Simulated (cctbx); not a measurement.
**Resonant diffraction in K3Ir**

Space group Im-3 (no. 204), a = 11.1520 Å, b = 11.1520 Å, c = 11.1520 Å, α = 90.00°, β = 90.00°, γ = 90.00°.

```csv
atom,mult.,x,y,z,Ueq (Å²)
Ir1,6,1/2,0,0,0.0026
Ir2,2,0,0,0,0.0044
K1,24,1/2,0.2020,0.3190,0.0054
```

The model was made for the exercise: a known structure type with other elements put in, its volume estimated, not relaxed; displacement parameters are assumed.

Calculated with cctbx: free-atom f′ and f″ from the Sasaki tables, no fine structure; amplitudes in electrons.

| E (eV) | F 1 1 2 | F 3 3 2 | F 1 0 3 | F 1 3 0 |
| --- | --- | --- | --- | --- |
| 10615 | 37.4 | 51.9 | 117.1 | 187.1 |
| 10965 | 37.4 | 51.8 | 117.0 | 187.0 |
| 11095 | 37.4 | 51.8 | 117.0 | 187.0 |
| 11155 | 37.4 | 51.8 | 117.0 | 187.0 |
| 11185 | 37.4 | 51.7 | 117.0 | 187.0 |
| 11200 | 37.4 | 51.7 | 116.9 | 187.0 |
| 11207 | 37.4 | 51.7 | 116.9 | 187.0 |
| 11211 | 37.4 | 51.7 | 116.9 | 187.0 |
| 11219 | 37.4 | 51.7 | 116.9 | 187.0 |
| 11223 | 37.4 | 51.7 | 116.9 | 187.0 |
| 11230 | 37.4 | 51.7 | 116.9 | 187.0 |
| 11245 | 37.4 | 51.7 | 116.9 | 186.9 |
| 11275 | 37.4 | 51.7 | 116.9 | 186.9 |
| 11365 | 37.4 | 51.8 | 116.9 | 186.9 |
| 11615 | 37.4 | 51.8 | 116.9 | 186.8 |

**Question.** Which edge is crossed, and why do the reflections move as they do?

The L3 edge of Ir. The edge is at 11215 eV. f′ of Ir falls from -12.1 e at 11095 eV to -18.5 e at 4 eV below it, and f″ steps from 3.86 to 10.19 e across it. Over that approach |F| changes by +0 % (1 1 2), -0 % (3 3 2), -0 % (1 0 3) and +0 % (1 3 0): a reflection falls where Ir scatters in phase with the total and rises where it scatters against it; it hardly moves where the Ir term is small or cancels by symmetry. Above the edge the larger f″ enters the imaginary part, where it can add to or cancel the other atoms' f″. The structure is centrosymmetric, so Friedel mates stay equal.

[Logs are printed without paths, hosts, clocks, repeated set-up lines and the standing remarks that a program may print on its own settings, such as how far it seeks lower states.]
